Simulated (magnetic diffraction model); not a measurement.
## DyBeSi below its ordering temperature

Space group P4/nmm (no. 129, origin choice 1), a = 4.0430 Å, c = 6.7710 Å.

| site | atom | x | y | z |
| --- | --- | --- | --- | --- |
| 2c | Dy | 1/2 | 0 | 0.6698 |
| 2c | Si | 1/2 | 0 | 0.1964 |
| 2a | Be | 1/2 | 1/2 | 0 |

The compound is invented for this exercise: a known structure type with other elements, its cell scaled to their sizes and not relaxed.

Only Dy is taken to order (form factors of Dy3+); orders and moment sizes are assumed, and not adapted to the symmetry. Radiation: neutrons of λ = 2.52 Å (absorption by Dy left out), 5° to 100°; isotropic B of 0.14 Å² (Dy), 0.25 Å² (Si) and 0.28 Å² (Be). Simulated constant-wavelength pattern: nuclear and magnetic terms add, the magnetic one as |2.695 fm × Σ f S⊥ exp(2πi Q·r) exp(−B s²)|², summed over all Q at one angle with the factor 1/(sin²θ cos θ). For collinear order S is the moment m, which repeats by lattice and centring translations R with the sign exp(−2πi k·R). Free-ion form factors, Sears's scattering lengths of 1992, no absorption; a label names one of the reflections at its angle. The strongest nuclear line in the range is 100, and lines under 0.2 are left out.

Above the ordering temperature:

```csv
2θ (°),index,I
21.45,(0 0 1),0.5
42.57,(1 0 1),66.4
43.70,(0 0 2),2.7
52.30,(1 1 0),34.6
57.16,(1 1 1),72.0
58.08,(1 0 2),94.5
67.87,(0 0 3),29.4
70.46,(1 1 2),100.0
77.11,(2 0 0),92.4
79.49,(1 0 3),0.3
90.68,(1 1 3),6.1
92.32,(2 1 1),44.7
93.10,(2 0 2),3.8
```

Below it (cell unchanged):

```tsv
2θ (°)	I
10.68	73.9
21.45	0.5
32.42	29.7
37.96	197.7
42.57	66.4
43.70	2.7
52.30	34.6
53.55	34.2
55.45	2.0
57.16	72.0
58.08	94.5
62.89	77.4
67.87	29.4
68.11	33.6
70.46	100.0
77.11	92.4
78.13	15.8
79.49	0.3
79.71	7.8
81.28	1.4
86.15	45.3
89.34	70.3
90.68	6.1
92.32	44.7
92.44	13.5
93.10	3.8
```

**Question.** Find the propagation vector, then choose among these models:
A. collinear moments along [101], 8.7 μB on Dy; signs + at (1/2, 0, 0.6698), − at (0, 1/2, 0.3302)
B. collinear moments along [010], 8.7 μB on Dy; signs + at (1/2, 0, 0.6698), + at (0, 1/2, 0.3302)
C. collinear moments along [010], 8.7 μB on Dy; signs + at (1/2, 0, 0.6698), − at (0, 1/2, 0.3302)
D. collinear moments along [101], 8.7 μB on Dy; signs + at (1/2, 0, 0.6698), + at (0, 1/2, 0.3302)

The new lines index as (0 0 1/2) at 10.68°, (0 0 3/2) at 32.42°, (1 0 1/2) at 37.96° and (1 1 1/2) at 53.55°, that is as H ± k with k = (0 0 1/2). Half indices mean that the moments reverse under translations with k·R a half-integer, and the magnetic cell has twice the primitive volume.

Magnetic intensity, observed (below minus above) and for each model:

| 2θ (°) | index | observed | A | B | C | D |
| --- | --- | --- | --- | --- | --- | --- |
| 10.68 | (0 0 1/2) | 73.9 | 73.9 | 806.5 | 281.3 | 212.0 |
| 32.42 | (0 0 3/2) | 29.7 | 29.7 | <0.2 | 113.2 | <0.2 |
| 37.96 | (1 0 1/2) | 197.7 | 197.7 | 45.5 | 130.6 | 69.0 |
| 49.46 | (1 0 3/2) | <0.2 | <0.2 | 134.2 | <0.2 | 111.2 |
| 53.55 | (1 1 1/2) | 34.2 | 34.2 | 60.7 | 21.2 | 98.1 |
| 62.89 | (1 1 3/2) | 77.4 | 77.4 | <0.2 | 71.6 | <0.2 |
| 89.34 | (2 1 1/2) | 70.3 | 70.3 | 14.5 | 41.7 | 24.5 |
| 97.30 | (2 1 3/2) | <0.2 | <0.2 | 54.5 | <0.2 | 75.1 |

Model A matches.

The structure used: k = (0 0 1/2), collinear moments along [101], 8.7 μB on Dy; signs + at (1/2, 0, 0.6698), − at (0, 1/2, 0.3302).

[Logs are printed without paths, hosts, clocks, repeated set-up lines and the standing remarks that a program may print on its own settings, such as how far it seeks lower states.]
